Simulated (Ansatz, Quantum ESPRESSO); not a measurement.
# Ag(111), 5 layers: vacuum level and surface dipole, part 2 of 5

Wanted: work functions and the surface dipole of Ag(111), 5 layers at several levels, with their cost.

Quantum ESPRESSO 7.5; plane-wave DFT, PBE, GBRV ultrasoft pseudopotentials; geometry and cross-check by Ansatz 0.2.0 with PAW datasets.

So far. Step 2 (Geometry from Ansatz): The relaxation lowers the energy by 3 meV an atom. Held were the atoms numbered 3; the forces quoted are those on the free ones.

## (3) Self-consistent run

The work function is the vacuum level less the Fermi level, so the run needs a vacuum wide enough for a flat potential.

Level of this step: plane-wave DFT, PBE, GBRV ultrasoft pseudopotentials (Quantum ESPRESSO 7.5).

scf.in reads:

```
&control
  prefix = 'scf'
  outdir = './out'
  pseudo_dir = './pseudo'
  calculation = 'scf'
  tprnfor = .true.
/
&system
  ibrav = 0
  nat = 5
  ntyp = 1
  ecutwfc = 40
  ecutrho = 200
  occupations = 'smearing'
  smearing = 'mv'
  degauss = 0.02
/
&electrons
  conv_thr = 1e-07
  mixing_beta = 0.4
  electron_maxstep = 120
  mixing_mode = 'local-TF'
/
ATOMIC_SPECIES
  Ag  107.8682  ag_pbe_v1.4.uspp.F.UPF
CELL_PARAMETERS angstrom
  2.89206673507891 0.00000000002887 0.00000000000000
  1.44603336751446 2.50460326203269 0.00000000000000
  0.00000000000000 0.00000000000000 25.44545040390000
ATOMIC_POSITIONS crystal
  Ag  0.666666666667 0.666666666667 0.310231324195
  Ag  -0.000000000000 0.000000000000 0.405682292935
  Ag  0.333333333333 0.333333333333 0.500000000000
  Ag  0.666666666667 0.666666666667 0.594317635494
  Ag  0.000000000000 -0.000000000000 0.689768532101
K_POINTS automatic
  12 12 1 0 0 0
```

The run is started by

```
$ OMP_NUM_THREADS=1 mpirun -n 4 pw.x -nk 4 -in scf.in > scf.out
```

Log:

```text
Program PWSCF v.7.5 starts
[citation notice left out]

     Parallel version (MPI & OpenMP), running on       4 processor cores
     Number of MPI processes:                 4
     Threads/MPI process:                     1

     MPI processes distributed on     1 nodes
[...]
Current dimensions of program PWSCF are:
     Max number of different atomic species (ntypx) = 10
     Max number of k-points (npk) =  40000
     Max angular momentum in pseudopotentials (lmaxx) =  4
     Message from routine setup:
     using ibrav=0 with symmetry is DISCOURAGED, use correct ibrav instead

     K-points division:     npool     =       4
     Subspace diagonalization in iterative solution of the eigenvalue problem:
     a serial algorithm will be used

     G-vector sticks info
     --------------------
     sticks:   dense  smooth     PW     G-vecs:    dense   smooth      PW
     Sum         421     313    109                59581    42109    7911

     Using Slab Decomposition

     bravais-lattice index     =            0
     lattice parameter (alat)  =       5.4652  a.u.
     unit-cell volume          =    1243.8099 (a.u.)^3
     number of atoms/cell      =            5
     number of atomic types    =            1
     number of electrons       =        95.00
     number of Kohn-Sham states=           58
     kinetic-energy cutoff     =      40.0000  Ry
     charge density cutoff     =     200.0000  Ry
     scf convergence threshold =      1.0E-07
     mixing beta               =       0.4000
     number of iterations used =            8  local-TF  mixing
     Exchange-correlation=  SLA  PW   PBX  PBC
                           (   1   4   3   4   0   0   0)

     celldm(1)=   5.465214  celldm(2)=   0.000000  celldm(3)=   0.000000
     celldm(4)=   0.000000  celldm(5)=   0.000000  celldm(6)=   0.000000

     crystal axes: (cart. coord. in units of alat)
               a(1) = (   1.000000   0.000000   0.000000 )
               a(2) = (   0.500000   0.866025   0.000000 )
               a(3) = (   0.000000   0.000000   8.798362 )

     reciprocal axes: (cart. coord. in units 2 pi/alat)
               b(1) = (  1.000000 -0.577350  0.000000 )
               b(2) = ( -0.000000  1.154701  0.000000 )
               b(3) = (  0.000000  0.000000  0.113658 )

     PseudoPot. # 1 for Ag read from file:
     ./pseudo/ag_pbe_v1.4.uspp.F.UPF
     Pseudo is Ultrasoft + core correction, Zval = 19.0
     Generated by new atomic code, or converted to UPF format
     Using radial grid of  887 points,  6 beta functions with:
                l(1) =   0
                l(2) =   0
                l(3) =   1
                l(4) =   1
                l(5) =   2
                l(6) =   2
     Q(r) pseudized with  6 coefficients,  rinner =    1.300   1.300   1.300
                                                       1.300   1.300

     atomic species   valence    mass     pseudopotential
     Ag               19.00   107.86820     Ag( 1.00)

     12 Sym. Ops., with inversion, found ( 6 have fractional translation)

   Cartesian axes

     site n.     atom                  positions (alat units)
         1        Ag     tau(   1) = (   1.0000000   0.5773503   2.7295275  )
         2        Ag     tau(   2) = (   0.0000000   0.0000000   3.5693397  )
         3        Ag     tau(   3) = (   0.5000000   0.2886751   4.3991811  )
         4        Ag     tau(   4) = (   1.0000000   0.5773503   5.2290218  )
         5        Ag     tau(   5) = (   0.0000000   0.0000000   6.0688333  )

     number of k points=    19  Marzari-Vanderbilt smearing, width (Ry)=  0.0200
                       cart. coord. in units 2pi/alat
        k(    1) = (   0.0000000   0.0000000   0.0000000), wk =   0.0138889
        k(    2) = (  -0.0000000   0.0962250   0.0000000), wk =   0.0833333
        k(    3) = (  -0.0000000   0.1924501   0.0000000), wk =   0.0833333
        k(    4) = (  -0.0000000   0.2886751   0.0000000), wk =   0.0833333
        k(    5) = (  -0.0000000   0.3849002   0.0000000), wk =   0.0833333
        k(    6) = (  -0.0000000   0.4811252   0.0000000), wk =   0.0833333
        k(    7) = (   0.0000000  -0.5773503   0.0000000), wk =   0.0416667
        k(    8) = (   0.0833333   0.1443376   0.0000000), wk =   0.0833333
        k(    9) = (   0.0833333   0.2405626   0.0000000), wk =   0.1666667
        k(   10) = (   0.0833333   0.3367877   0.0000000), wk =   0.1666667
[...]
k(   19) = (   0.3333333  -0.5773503   0.0000000), wk =   0.0277778

     Dense  grid:    59581 G-vectors     FFT dimensions: (  27,  27, 225)

     Smooth grid:    42109 G-vectors     FFT dimensions: (  24,  24, 200)

     Estimated max dynamical RAM per process >     118.26 MB

     Estimated total dynamical RAM >     429.39 MB

     Initial potential from superposition of free atoms

     starting charge      92.4998, renormalised to      95.0000

     negative rho (up, down):  2.830E-03 0.000E+00
     Starting wfcs are   65 randomized atomic wfcs

     total cpu time spent up to now is        1.2 secs

     per-process dynamical memory:    67.7 Mb

     Self-consistent Calculation

     iteration #  1     ecut=    40.00 Ry     beta= 0.40
     Davidson diagonalization with overlap
     ethr =  1.00E-02,  avg # of iterations =  6.2

     negative rho (up, down):  2.786E-02 0.000E+00

     total cpu time spent up to now is        4.6 secs

     total energy              =   -1478.07638289 Ry
     estimated scf accuracy    <       7.71097645 Ry

     iteration #  2     ecut=    40.00 Ry     beta= 0.40
[...]
negative rho (up, down):  4.512E-02 0.000E+00

[...]
total energy              =   -1477.80975031 Ry
     estimated scf accuracy    <       1.63484847 Ry

     iteration #  3     ecut=    40.00 Ry     beta= 0.40
[...]
negative rho (up, down):  4.428E-02 0.000E+00

[...]
total energy              =   -1478.06031904 Ry
     estimated scf accuracy    <       0.02704373 Ry

     iteration #  4     ecut=    40.00 Ry     beta= 0.40
[...]
negative rho (up, down):  4.023E-02 0.000E+00

[...]
total energy              =   -1478.05730436 Ry
     estimated scf accuracy    <       0.01728630 Ry

     iteration #  5     ecut=    40.00 Ry     beta= 0.40
[...]
negative rho (up, down):  3.720E-02 0.000E+00

[...]
total energy              =   -1478.05725642 Ry
     estimated scf accuracy    <       0.00601168 Ry

     iteration #  6     ecut=    40.00 Ry     beta= 0.40
[...]
negative rho (up, down):  2.829E-02 0.000E+00

[...]
total energy              =   -1478.05565202 Ry
     estimated scf accuracy    <       0.00497541 Ry

     iteration #  7     ecut=    40.00 Ry     beta= 0.40
[...]
negative rho (up, down):  1.529E-02 0.000E+00

[...]
total energy              =   -1478.05407540 Ry
     estimated scf accuracy    <       0.00262893 Ry

     iteration #  8     ecut=    40.00 Ry     beta= 0.40
[...]
negative rho (up, down):  3.943E-03 0.000E+00

[...]
total energy              =   -1478.05328795 Ry
     estimated scf accuracy    <       0.00060385 Ry

     iteration #  9     ecut=    40.00 Ry     beta= 0.40
[...]
negative rho (up, down):  4.083E-03 0.000E+00

[...]
total energy              =   -1478.05345548 Ry
     estimated scf accuracy    <       0.00007350 Ry

     iteration # 10     ecut=    40.00 Ry     beta= 0.40
[...]
negative rho (up, down):  2.630E-03 0.000E+00

[...]
total energy              =   -1478.05344698 Ry
     estimated scf accuracy    <       0.00005532 Ry

     iteration # 11     ecut=    40.00 Ry     beta= 0.40
[...]
negative rho (up, down):  2.244E-03 0.000E+00

[...]
total energy              =   -1478.05345347 Ry
     estimated scf accuracy    <       0.00000648 Ry

     iteration # 12     ecut=    40.00 Ry     beta= 0.40
[...]
negative rho (up, down):  2.252E-03 0.000E+00

[...]
total energy              =   -1478.05345428 Ry
     estimated scf accuracy    <       0.00000046 Ry

     iteration # 13     ecut=    40.00 Ry     beta= 0.40
[...]
negative rho (up, down):  2.273E-03 0.000E+00

[...]
End of self-consistent calculation

          k = 0.0000 0.0000 0.0000 (  5425 PWs)   bands (ev):

   -86.3228 -86.3224 -86.2263 -86.1001 -86.0999 -49.8173 -49.7930 -49.7391
   -49.7391 -49.7385 -49.7385 -49.6911 -49.6294 -49.6294 -49.5491 -49.5488
   -49.5225 -49.5225 -49.5223 -49.5223  -1.7337  -1.1031  -0.5913  -0.4149
    -0.4075   0.8463   0.8833   0.9465   0.9465   1.0310   1.0310   1.0701
     1.0701   1.2475   1.2475   1.2699   1.2699   1.4361   1.9469   1.9469
     1.9998   1.9998   2.2548   2.2548   2.4693   2.4693   2.6369   2.6369
     2.8471   4.8726   5.7421   9.1564   9.6836   9.9670  11.3480  11.6481
    13.8791  13.9500

          k =-0.0000 0.0962 0.0000 (  5401 PWs)   bands (ev):

   -86.3221 -86.3216 -86.2256 -86.0993 -86.0991 -49.8151 -49.7922 -49.7476
   -49.7471 -49.7413 -49.7406 -49.6903 -49.6372 -49.6314 -49.5482 -49.5479
   -49.5305 -49.5303 -49.5246 -49.5244  -1.5444  -0.9212  -0.4611  -0.2723
    -0.2547   0.7864   0.8409   0.9018   0.9813   1.0383   1.0707   1.1244
     1.1480   1.1487   1.2319   1.3332   1.3374   1.3657   1.8709   1.8754
     1.9329   2.0125   2.0952   2.2524   2.3235   2.4608   2.4689   2.6427
     3.3520   5.1586   6.1483   9.3080   9.8506  10.0939  11.5064  11.8005
    14.0428  14.1008

          k =-0.0000 0.1925 0.0000 (  5383 PWs)   bands (ev):

   -86.3199 -86.3196 -86.2236 -86.0973 -86.0971 -49.8093 -49.7902 -49.7710
   -49.7694 -49.7470 -49.7463 -49.6896 -49.6585 -49.6369 -49.5527 -49.5525
   -49.5461 -49.5458 -49.5301 -49.5299  -1.0302  -0.4654  -0.1675   0.0260
     0.1380   0.5747   0.7191   0.7622   0.8724   1.0002   1.0992   1.2259
     1.2508   1.2995   1.3470   1.4048   1.4591   1.5291   1.6349   1.7438
     1.8234   1.8932   2.0159   2.1391   2.2401   2.4656   2.6565   2.7586
     4.0341   5.8465   7.1405   9.7574  10.3523  10.4948  11.9895  12.2600
    14.5251  14.5580

          k =-0.0000 0.2887 0.0000 (  5334 PWs)   bands (ev):

   -86.3170 -86.3167 -86.2208 -86.0944 -86.0942 -49.8077 -49.8004 -49.7953
   -49.7875 -49.7547 -49.7540 -49.6902 -49.6863 -49.6443 -49.5825 -49.5823
   -49.5432 -49.5430 -49.5377 -49.5375  -0.4666  -0.1666  -0.0652   0.1496
     0.2173   0.4017   0.5296   0.7599   0.8304   1.0400   1.1401   1.3105
     1.3143   1.5113   1.5778   1.6392   1.6937   1.7562   1.7991   1.8503
     2.0133   2.0697   2.1448   2.2518   2.2548   2.4628   2.6726   3.3099
     4.8439   6.7486   8.4334  10.4969  11.1818  11.2238  12.8004  13.0285
    15.2370  15.2773

          k =-0.0000 0.3849 0.0000 (  5320 PWs)   bands (ev):

   -86.3142 -86.3138 -86.2180 -86.0916 -86.0914 -49.8352 -49.8308 -49.7923
   -49.7849 -49.7626 -49.7617 -49.7133 -49.6908 -49.6518 -49.6124 -49.6122
   -49.5453 -49.5451 -49.5405 -49.5403  -0.3570  -0.2730  -0.1555  -0.1068
     0.0786   0.2035   0.2742   0.7462   0.8874   1.0081   1.2252   1.3436
     1.5017   1.5314   1.8324   1.9330   2.1486   2.1798   2.2428   2.3094
     2.4254   2.4360   2.4923   2.5566   2.7026   2.7096   3.1379   4.2735
     5.8857   7.8209   9.8469  11.4914  12.1431  12.2860  12.5059  13.1174
    13.9052  14.1245

          k =-0.0000 0.4811 0.0000 (  5272 PWs)   bands (ev):

   -86.3120 -86.3117 -86.2160 -86.0895 -86.0893 -49.8573 -49.8529 -49.7933
   -49.7794 -49.7681 -49.7672 -49.7303 -49.6922 -49.6571 -49.6338 -49.6336
   -49.5508 -49.5506 -49.5385 -49.5383  -0.4860  -0.4079  -0.3026  -0.2906
    -0.0533   0.0318   0.1102   0.6490   0.8153   0.8778   1.1428   1.4769
     1.5923   1.7149   1.9561   2.1624   2.3187   2.3598   2.5559   2.6195
     2.6203   2.6711   2.7853   2.8435   2.8579   4.3038   4.8038   5.7142
     7.0781   8.5991   9.9496  10.4761  11.1149  11.9198  13.0198  13.0951
    13.6500  13.9618

[...]
the Fermi energy is     5.6131 ev

!    total energy              =   -1478.05345433 Ry
     estimated scf accuracy    <       0.00000003 Ry
     smearing contrib. (-TS)   =       0.00000851 Ry
     internal energy E=F+TS    =   -1478.05346284 Ry

     The total energy is F=E-TS. E is the sum of the following terms:
     one-electron contribution =  -10636.06795462 Ry
     hartree contribution      =    5326.34392160 Ry
     xc contribution           =    -144.83619329 Ry
     ewald contribution        =    3976.50676348 Ry

     convergence has been achieved in  13 iterations

     negative rho (up, down):  2.273E-03 0.000E+00

     Forces acting on atoms (cartesian axes, Ry/au):

     atom    1 type  1   force =    -0.00000000    0.00000000   -0.00013497
     atom    2 type  1   force =    -0.00000000   -0.00000000   -0.00041470
     atom    3 type  1   force =     0.00000000    0.00000000    0.00000000
     atom    4 type  1   force =     0.00000000    0.00000000    0.00041470
     atom    5 type  1   force =     0.00000000   -0.00000000    0.00013497

     Total force =     0.000617     Total SCF correction =     0.000408
     SCF correction compared to forces is large: reduce conv_thr to get better values

[...]
=------------------------------------------------------------------------------=
   JOB DONE.
=------------------------------------------------------------------------------=
```

Elapsed: 40 s, on 4 MPI ranks of Arm Neoverse V2, shared host; peak memory 0.51 GiB; 2.6 min of CPU time.

Read from the output:

* free energy: -20109.9417 eV
* Fermi energy: 5.613 eV

The run needed 13 iterations to bring the estimated error under 1e-07 Ry; the largest force on any atom, held or free, is 0.01 eV/Å.

## (4) Electrostatic potential

plot_num = 11 writes the bare and Hartree potential. It leaves out exchange and correlation, which fade slowly, so it flattens close to the surface.

pot.in reads:

```
&inputpp
  prefix = 'scf'
  outdir = './out'
  filplot = 'pot.dat'
  plot_num = 11
/
```

The run is started by

```
$ OMP_NUM_THREADS=1 mpirun -n 4 pp.x -in pot.in > pot.out
```

Log:

```text
[banner, memory and clock lines left out]
Program POST-PROC v.7.5 starts

          URL

     ./out/scf.save/

     IMPORTANT: XC functional enforced from input :
     Exchange-correlation= PBE
                           (   1   4   3   4   0   0   0)
     Any further DFT definition will be discarded
     Please, verify this is what you really want

     negative rho (up, down):  2.273E-03 0.000E+00

     Calling punch_plot, plot_num =  11
     Writing data to file  pot.dat
     Message from routine chdens:
     namelist plot not found or invalid, exiting
```

Elapsed: 0.75 s, on 4 MPI ranks; peak memory 0.09 GiB.

This step gave:

```
work function of the upper face                                       : 4.530 eV
slope of the potential above                                          : 4.80e-4 eV/Å
upper vacuum line continued to the top atoms, over the Fermi level    : 4.527 eV
work function of the lower face                                       : 4.530 eV
slope of the potential below                                          : -2.41e-4 eV/Å
lower vacuum line continued to the bottom atoms, over the Fermi level : 4.529 eV
```

The potential energy, planar mean oscillates, so the rows of the table below give means over windows of 2.49 Å about each position, cut where the curve ends. Its maxima inside the range that stand out by 2 % of the span (Å: eV): 9.0: 1.08, 11.5: 1.05, 13.9: 1.05, 16.4: 1.07. Its minima: 7.9: -22.5, 10.3: -22.7, 12.8: -22.3, 15.2: -22.7, 17.5: -22.5.

Electrostatic potential energy of an electron; zero at the Fermi level. Table of potential energy, planar mean by z; means over each step:

z (Å), potential energy, planar mean (eV) and a bar from the least value:
```
     1.25        4.5 ##############################
     3.74        4.5 ##############################
     6.23        2.0 ########################
     8.71       -8.6 #
    11.21       -8.9 
    13.70       -9.0 
    16.19       -8.8 
    18.68       -3.2 #############
    21.17        4.5 ##############################
    23.66        4.5 ##############################
```

Electrostatic potential energy in the ca plane at fractional y = 0.000, with atoms of Ag within 0.2 Å of it. With pseudopotentials it is smooth inside the atoms' cores, unlike the true potential.

Ten even steps from '0' (-82 eV) to '9' (5 eV), each cell a mean:
```
99999999840027999999999999998400389999999999
99999999975468999999999999999744789999999999
99988899998889998889999888999988999999999999
99987899999999998778998878999999999999999999
99987899999999998788999878999999999999999999
99998999987689999899999989999866899999999999
99999999862148999999999999998511589999999999
99999999830017999999999999998200279999999999
```
Columns run along c (16.0 Å, from fractional 0.26 to 0.89 of the cell; values clipped at the 3rd and 97th percentile), rows up along a (2.9 Å). Atoms in or near the plane, at fractional coordinates: Ag at (0.41, 0.00), Ag at (0.69, 0.00).

The vacuum is flat to 0.5 meV/Å, so its level is well defined. Inside the slab the curve depends on the local part of the pseudopotentials; only the vacuum level has a meaning of its own.

## (5) Macroscopic average

average.x takes the planar mean and smooths it over a window of one repeat.

avg.in reads:

```
1
pot.dat
1.0
431
3
4.4623285968
```

The run is started by

```
$ OMP_NUM_THREADS=1 average.x < avg.in > avg.out
```

Log:

```text
[banner, memory and clock lines left out]
Program AVERAGE v.7.5 starts

          URL

     Reading header from file  pot.dat
     Reading data from file  pot.dat
     Output written to file avg.dat

[...]
```

The job ended after 0.5 s (1 MPI rank; peak memory 0.1 GiB).

Numbers from this step:

| Item | Value |
| --- | --- |
| average.x's running mean inside the slab, on the run's own zero | -2.981 eV |
| mean potential by an exact Fourier window inside the slab, on the run's own zero | -2.987 eV |

The potential energy (planar mean) oscillates, so the rows of the table below give means over windows of 2.42 Å about each position, cut where the curve ends. Its maxima inside the range that stand out by 2 % of the span (Å: eV): 9.1: 1.12, 11.5: 1.05, 13.9: 1.05, 16.4: 1.12. Its minima: 7.9: -22.5, 10.3: -22.8, 12.8: -22.5, 15.1: -22.8, 17.5: -22.5.

Electrostatic potential energy of an electron; zero at the Fermi level; window 2.3614 Å. Potential energy against z; means over each step:

```csv
z (Å),planar mean (eV),running mean (eV)
1.21,4.53,4.53
3.63,4.53,4.52
6.05,3.03,1.21
8.47,-8.43,-8.31
10.89,-8.62,-8.62
13.31,-8.54,-8.58
15.73,-8.53,-8.52
18.15,-7.18,-5.30
20.57,4.46,4.30
22.99,4.53,4.53
```

Where the running mean is not flat inside, average.x's window, rounded to the grid, doesn't match the spacings there.

## (6) Valence density

The density shows how far the electrons spill into the vacuum.

rho.in reads:

```
&inputpp
  prefix = 'scf'
  outdir = './out'
  filplot = 'rho.dat'
  plot_num = 0
/
```

The run is started by

```
$ OMP_NUM_THREADS=1 mpirun -n 4 pp.x -in rho.in > rho.out
```

Log:

```text
[banner, memory and clock lines left out]
Program POST-PROC v.7.5 starts

          URL

     ./out/scf.save/

     IMPORTANT: XC functional enforced from input :
     Exchange-correlation= PBE
                           (   1   4   3   4   0   0   0)
     Any further DFT definition will be discarded
     Please, verify this is what you really want

     negative rho (up, down):  2.273E-03 0.000E+00

     Calling punch_plot, plot_num =   0
     Writing data to file  rho.dat
     Message from routine chdens:
     namelist plot not found or invalid, exiting
```

Run time: 0.75 s. Hardware: 4 MPI ranks; peak memory 0.1 GiB; 2.7 s of CPU time.

This step gave:

* electrons by integration: 95.00 e

The valence density, planar mean oscillates, so the rows of the table below give means over windows of 2.37 Å about each position, cut where the curve ends. Its maxima inside the range that stand out by 2 % of the span (Å: e/Å³): 7.9: 2.45, 10.3: 2.44, 12.8: 2.44, 15.2: 2.44, 17.5: 2.45. Its minima: 9.2: 0.174, 11.5: 0.182, 13.9: 0.182, 16.3: 0.174.

Mean over planes. Table of valence density, planar mean by z; means over each step:

```csv
z (Å),"valence density, planar mean (e/Å³)"
3.56,9.1e-5
5.93,0.0449
8.29,1.10
10.67,1.10
13.04,1.10
15.41,1.10
17.77,1.08
20.14,0.00735
22.52,2.0e-5
```

Valence density in the ca plane at fractional y = 0.000, with atoms of Ag within 0.2 Å of it. It is the smooth field of the valence electrons, not physical close to the nuclei.

Ten steps, logarithmic in the rise over the least value, from '0' (0 e/Å³) to '9' (12 e/Å³), each cell a mean:
```
00111112379985211111111111124899841000000000
01122221257863212222112222113577531000000000
01234321123432123432212343212344310000000000
01245431112211124543223454211122110000000000
01244421122221123443223444211222210000000000
01233321246643122332112332212466421000000000
00122212379984212221111222123799741000000000
00111112489996211111111111124899952000000000
```
Columns run along c (16.0 Å, from fractional 0.26 to 0.89 of the cell), rows up along a (2.9 Å). Atoms in or near the plane, at fractional coordinates: Ag at (0.41, 0.00), Ag at (0.69, 0.00).

The density integrates to 95.000 electrons, as the 95 of the input ask.

[end of part 2 of 5]

[Logs are printed without paths, hosts, clocks, repeated set-up lines and the standing remarks that a program may print on its own settings, such as how far it seeks lower states.]

[Hosts, paths, dates, database ids (printed as entryN), source tags and the programs' standing remarks are cut or masked in the printed files.]

[Maps of the electrostatic potential energy from Ansatz leave out the sawtooth potential of an applied field or a dipole correction, so their vacuum need not be flat; planar profiles and work functions include it.]
